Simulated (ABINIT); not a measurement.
# SrAl3 (Fm-3m): zone-centre phonons, part 2 of 3

Aim: the zone-centre modes of SrAl3 (Fm-3m).

ABINIT 10.8.3; DFT PBEsol, scalar-relativistic, plane waves, PseudoDojo norm-conserving pseudopotentials.

So far. Step 5 (Relaxing the cell and atoms): The volume changes by +0.7 % in this run and stands -14.8 % from the first cell. The relaxed cell has a = 6.991 Å (conventional setting).

The structure was built from a prototype and need not be the compound's stable phase.

### Step 7. Linear response at Γ

At q = 0 one unit cell holds all displacements. The response is solved for single atoms along the cell's directions, and symmetry skips those that follow from others. The crystal is treated as a metal, which screens a static field, so no field response is asked.

dfpt_gamma.abi reads:

```

# common to the responses
getwfk_filepath "gso_WFK"
kptopt 2
nqpt 1
qpt 0.0 0.0 0.0
asr 0
chneut 0

# displacements
rfphon 1
rfatpol 1 4
rfdir 1 1 1
tolvrs 1.0d-10
prtwf 0

# basis, mesh and filling
ecut 28.0
ngkpt 6 6 6
nshiftk 1
shiftk 0.0 0.0 0.0
istwfk *1
occopt 7
tsmear 0.01
nband 16
nstep 100
diemac 1000000.0
prtebands 0
prtgsr 0
useylm 1

# cell and atoms
acell 3*1.0 Angstrom
rprim 
    -3.495727346 0.0 3.495727346
    0.0 3.495727346 3.495727346
    -3.495727346 3.495727346 0.0
ntypat 2
znucl 38 13
natom 4
typat 1 2 2 2
xred 
    0.0 0.0 0.0
    0.5 0.5 0.5
    0.75 0.75 0.75
    0.25 0.25 0.25
pp_dirpath "./pseudo"
pseudos "Sr.upf, Al.upf"
```

The run is started by

```console
> OMP_NUM_THREADS=1 mpirun -n 4 abinit dfpt_gamma.abi > dfpt_gamma.log
```

Numbers of over 12 decimals in the logs are rounded to 6 here.

dfpt_gamma.abo, the main output file:

```text
[banners, grids, parts of the stress and lines that vanish by symmetry left out]
- input  file    -> dfpt_gamma.abi
- output file    -> dfpt_gamma.abo
- root for input  files -> dfpt_gammai
- root for output files -> dfpt_gammao

 Symmetries : space group Fm -3 m (#225); Bravais cF (face-center cubic)
================================================================================
 Values of the parameters that define the memory need of the present run (RF).
     intxc =       0      iscf =       7    lmnmax =      18     lnmax =       6
     mgfft =      48  mpssoang =       3    mqgrid =    3001     natom =       4
  nloc_mem =       1    nspden =       1   nspinor =       1    nsppol =       1
      nsym =      48    n1xccc =    2501    ntypat =       2    occopt =       7
   xclevel =       2
-    mband =          16        mffmem =           1         mkmem =          28
-   mkqmem =          28        mk1mem =          28           mpw =        4105
      nfft =      110592          nkpt =         112
- my_mband =          16
================================================================================
================================================================================

--------------------------------------------------------------------------------
------------- Echo of variables that govern the present computation ------------
--------------------------------------------------------------------------------
-
- outvars: echo of selected default values
-   iomode0 =  0 , fftalg0 =312 , wfoptalg0 =  0
-
- outvars: echo of global parameters not present in the input file
-  max_nthreads =    1
-
 -outvars: echo values of preprocessed input variables
 [... echo left out ...]
================================================================================

 chkinp: Checking input parameters for consistency.

[...]
== DATASET  1 ==================================================================
-   mpi_nproc: 4, omp_nthreads: 1 (-1 if OMP is not activated)

--- !DatasetInfo
iteration_state: {dtset: 1, }
dimensions: {natom: 4, nkpt: 112, mband: 16, nsppol: 1, nspinor: 1, nspden: 1, mpw: 4105, }
cutoff_energies: {ecut:  28.0, pawecutdg:  -1.0, }
electrons: {nelect:   1.90000000E+01, charge:   0.00000000E+00, occopt:   7.00000000E+00, tsmear:   1.00000000E-02, }
meta: {optdriver: 1, rfphon: 1, }
...

 mkfilename: getwfk from: gso_WFK

 Real(R)+Recip(G) space primitive vectors, cartesian coordinates (Bohr,Bohr^-1):
 R(1)= -6.6059673  0.0000000  6.6059673  G(1)= -0.0756891 -0.0756891  0.0756891
 R(2)=  0.0000000  6.6059673  6.6059673  G(2)=  0.0756891  0.0756891  0.0756891
 R(3)= -6.6059673  6.6059673  0.0000000  G(3)= -0.0756891  0.0756891 -0.0756891
 Unit cell volume ucvol=  5.7655302E+02 bohr^3
 Angles (23,13,12)=  6.00000000E+01  6.00000000E+01  6.00000000E+01 degrees
 setup1 : take into account q-point for computing boxcut.

 getcut: wavevector=  0.0000  0.0000  0.0000  ngfft=  48  48  48
         ecut(hartree)=     28.000   => boxcut(ratio)=   2.15698

--- Pseudopotential description ------------------------------------------------
- pspini: atom type   1  psp file is ./pseudo/Sr.upf

- pspini: atom type   2  psp file is ./pseudo/Al.upf

   2.75876039E+02                                ecore*ucvol(ha*bohr**3)
--------------------------------------------------------------------------------

 ==>  initialize data related to q vector <==

 The list of irreducible perturbations for this q vector is:
    1)    idir= 1    ipert=   1
    2)    idir= 1    ipert=   2
    3)    idir= 1    ipert=   3

[...]
The perturbation idir=   2  ipert=   1 is
 symmetric of a previously calculated perturbation.
 So, its SCF calculation is not needed.

 The perturbation idir=   3  ipert=   1 is
 symmetric of a previously calculated perturbation.
 So, its SCF calculation is not needed.

 The perturbation idir=   2  ipert=   2 is
 symmetric of a previously calculated perturbation.
 So, its SCF calculation is not needed.

 The perturbation idir=   3  ipert=   2 is
 symmetric of a previously calculated perturbation.
 So, its SCF calculation is not needed.

[...]
The perturbation idir=   2  ipert=   4 is
 symmetric of a previously calculated perturbation.
 So, its SCF calculation is not needed.

 The perturbation idir=   3  ipert=   4 is
 symmetric of a previously calculated perturbation.
 So, its SCF calculation is not needed.

--------------------------------------------------------------------------------
 Perturbation wavevector (in red.coord.)   0.000000  0.000000  0.000000
 Perturbation : displacement of atom   1   along direction   1
 Found     4 symmetries that leave the perturbation invariant.

[...]
dfpt_looppert : total number of electrons, from k and k+q
  fully or partially occupied states are    1.900000E+01 and    1.900000E+01.
 Initialisation of the first-order wave-functions :
  ireadwf=   0

--- !BeginCycle
iteration_state: {dtset: 1, }
solver: {iscf: 7, nstep: 100, nline: 4, wfoptalg: 0, }
tolerances: {tolvrs: 1.00E-10, }
...

     iter   2DEtotal(Ha)        deltaE(Ha) residm    vres2
-ETOT  1   8.983666     -2.163E+03 1.101E+01 4.239E+03
 ETOT  2   6.160158     -2.824E+00 9.263E-01 2.307E+01
 ETOT  3   6.152911     -7.248E-03 1.197E-01 1.166E+00
 ETOT  4   6.152621     -2.897E-04 1.032E-01 4.247E-02
 ETOT  5   6.152602     -1.870E-05 1.891E-02 1.232E-03
[...]
At SCF step    9       vres2   =  2.63E-12 < tolvrs=  1.00E-10 =>converged.
[...]
Mean square residual over all n,k,spin=   15.185E-07; max=  66.739E-05

 Thirteen components of 2nd-order total energy (hartree) are
 1,2,3: 0th-order hamiltonian combined with 1st-order wavefunctions
     kin0=   1.76349883E+03 eigvalue=   2.22568311E+02  local=  -1.53152859E+03
 4,5,6: 1st-order hamiltonian combined with 1st and 0th-order wfs
 loc psp =  -1.81508631E+03  Hartree=   6.15509699E+02     xc=  -1.56332065E+02
 note that "loc psp" includes a xc core correction that could be resolved
 7,8,9: eventually, occupation + non-local contributions
    edocc=   1.29095454E+02     enl0=   1.12323234E+03   enl1=  -2.51700165E+03
 1-9 gives the relaxation energy (to be shifted if some occ is /=2.0)
   erelax=  -2.16604398E+03
 10,11,12 Non-relaxation  contributions : frozen-wavefunctions and Ewald
 fr.local=   8.73637727E+02 fr.nonlo=   1.26100222E+03  Ewald=   5.70682690E+01
 13,14 Frozen wf xc core corrections (1) and (2)
 frxc 1  =  -2.57524559E+02  frxc 2 =   2.38012922E+02
 Resulting in :
 2DEtotal=    0.6152601864E+01 Ha. Also 2DEtotal=    0.167420825726E+03 eV
    (2DErelax=   -2.1660439767E+03 Ha. 2DEnonrelax=    2.1721965786E+03 Ha)
    (  non-var. 2DEtotal :    6.1526022162E+00 Ha)

[...]
Perturbation wavevector (in red.coord.)   0.000000  0.000000  0.000000
 Perturbation : displacement of atom   2   along direction   1
 Found     4 symmetries that leave the perturbation invariant.

[...]
dfpt_looppert : total number of electrons, from k and k+q
  fully or partially occupied states are    1.900000E+01 and    1.900000E+01.
 Initialisation of the first-order wave-functions :
  ireadwf=   0

--- !BeginCycle
iteration_state: {dtset: 1, }
solver: {iscf: 7, nstep: 100, nline: 4, wfoptalg: 0, }
tolerances: {tolvrs: 1.00E-10, }
...

     iter   2DEtotal(Ha)        deltaE(Ha) residm    vres2
-ETOT  1   2.676609     -5.026E+01 3.616E-01 1.783E+03
[...]
At SCF step    8       vres2   =  8.83E-11 < tolvrs=  1.00E-10 =>converged.
[...]
Mean square residual over all n,k,spin=   32.172E-08; max=  67.188E-06

 Thirteen components of 2nd-order total energy (hartree) are
 1,2,3: 0th-order hamiltonian combined with 1st-order wavefunctions
     kin0=   4.04060169E+01 eigvalue=  -3.36689084E+00  local=  -2.57889802E+01
 4,5,6: 1st-order hamiltonian combined with 1st and 0th-order wfs
 loc psp =  -9.54030284E+00  Hartree=   1.17994796E+01     xc=  -3.96125797E+00
 note that "loc psp" includes a xc core correction that could be resolved
 7,8,9: eventually, occupation + non-local contributions
    edocc=   4.18010023E+00     enl0=   2.73576386E+01   enl1=  -9.17119104E+01
 1-9 gives the relaxation energy (to be shifted if some occ is /=2.0)
   erelax=  -5.06261070E+01
 10,11,12 Non-relaxation  contributions : frozen-wavefunctions and Ewald
 fr.local=  -2.97488039E+01 fr.nonlo=   5.37528336E+01  Ewald=   3.04364101E+01
 13,14 Frozen wf xc core corrections (1) and (2)
 frxc 1  =  -7.44166864E+00  frxc 2 =   5.93590855E+00
 Resulting in :
 2DEtotal=    0.2308572705E+01 Ha. Also 2DEtotal=    0.628194635479E+02 eV
    (2DErelax=   -5.0626107034E+01 Ha. 2DEnonrelax=    5.2934679738E+01 Ha)
    (  non-var. 2DEtotal :    2.3085731221E+00 Ha)

[...]
Perturbation wavevector (in red.coord.)   0.000000  0.000000  0.000000
 Perturbation : displacement of atom   3   along direction   1
 Found     2 symmetries that leave the perturbation invariant.

--------------------------------------------------------------------------------

--------------------------------------------------------------------------------

 dfpt_looppert : total number of electrons, from k and k+q
  fully or partially occupied states are    1.900000E+01 and    1.900000E+01.
 Initialisation of the first-order wave-functions :
  ireadwf=   0

--- !BeginCycle
iteration_state: {dtset: 1, }
solver: {iscf: 7, nstep: 100, nline: 4, wfoptalg: 0, }
tolerances: {tolvrs: 1.00E-10, }
...

     iter   2DEtotal(Ha)        deltaE(Ha) residm    vres2
-ETOT  1   3.645555     -5.335E+01 5.238E-01 1.378E+03
[...]
ETOT  7   3.344032     -2.002E-10 6.798E-04 9.278E-09
 ETOT  8   3.344032     -2.103E-12 9.811E-04 6.123E-11

 At SCF step    8       vres2   =  6.12E-11 < tolvrs=  1.00E-10 =>converged.
[...]
Mean square residual over all n,k,spin=   11.773E-07; max=  98.112E-05

 Thirteen components of 2nd-order total energy (hartree) are
 1,2,3: 0th-order hamiltonian combined with 1st-order wavefunctions
     kin0=   4.35371227E+01 eigvalue=  -3.69675434E+00  local=  -2.87484255E+01
 4,5,6: 1st-order hamiltonian combined with 1st and 0th-order wfs
 loc psp =  -3.77021275E+00  Hartree=   1.18126776E+01     xc=  -4.25493177E+00
 note that "loc psp" includes a xc core correction that could be resolved
 7,8,9: eventually, occupation + non-local contributions
    edocc=   4.31016905E+00     enl0=   3.06910665E+01   enl1=  -1.03531636E+02
 1-9 gives the relaxation energy (to be shifted if some occ is /=2.0)
   erelax=  -5.36509240E+01
 10,11,12 Non-relaxation  contributions : frozen-wavefunctions and Ewald
 fr.local=  -2.92300807E+01 fr.nonlo=   5.72854067E+01  Ewald=   3.04364101E+01
 13,14 Frozen wf xc core corrections (1) and (2)
 frxc 1  =  -7.25735234E+00  frxc 2 =   5.76057265E+00
 Resulting in :
 2DEtotal=    0.3344032365E+01 Ha. Also 2DEtotal=    0.909957563102E+02 eV
    (2DErelax=   -5.3650924044E+01 Ha. 2DEnonrelax=    5.6994956410E+01 Ha)
    (  non-var. 2DEtotal :    3.3440322666E+00 Ha)

[...]
---- first-order wavefunction calculations are completed ----

 ==> Compute Derivative Database <==

 [... matrices left out ...]
  Phonon wavevector (reduced coordinates) :  0.00000  0.00000  0.00000
 Phonon energies in Hartree :
   1.728277E-05  1.728277E-05  1.728277E-05  7.661491E-04  7.661491E-04
   7.661491E-04  8.522003E-04  8.522003E-04  8.522003E-04  1.106177E-03
   1.106177E-03  1.106177E-03
 Phonon frequencies in cm-1    :
-  3.793130E+00  3.793130E+00  3.793130E+00  1.681503E+02  1.681503E+02
-  1.681503E+02  1.870363E+02  1.870363E+02  1.870363E+02  2.427778E+02
-  2.427778E+02  2.427778E+02

== END DATASET(S) ==============================================================
================================================================================

 -outvars: echo values of variables after computation
            acell      1.8897261259E+00  1.8897261259E+00  1.8897261259E+00 Bohr
           etotal      3.3440323653E+00
            fcart      0.0000000000E+00  0.0000000000E+00  0.0000000000E+00
           strten      0.0000000000E+00  0.0000000000E+00  0.0000000000E+00
================================================================================
```

The job ended after 76 s (4 MPI ranks of Arm Neoverse V2, shared host).

Numbers from this step:

- largest acoustic frequency at the zone centre before the sum rule: 3.79 cm⁻¹
- highest optical zone-centre mode (no LO-TO term): 242.8 cm⁻¹
- lowest optical zone-centre mode: 168.2 cm⁻¹

The acoustic modes at Γ come out as far as 3.8 cm⁻¹ from zero, where they should vanish, a small numerical error.

[end of part 2 of 3]

[Host names and launcher messages were left out of these logs when they were recorded.]

[Logs are printed without paths, hosts, clocks, repeated set-up lines and the standing remarks that a program may print on its own settings, such as how far it seeks lower states.]

[Hosts, paths, dates, database ids (printed as entryN), source tags and the programs' standing remarks are cut or masked in the printed files.]
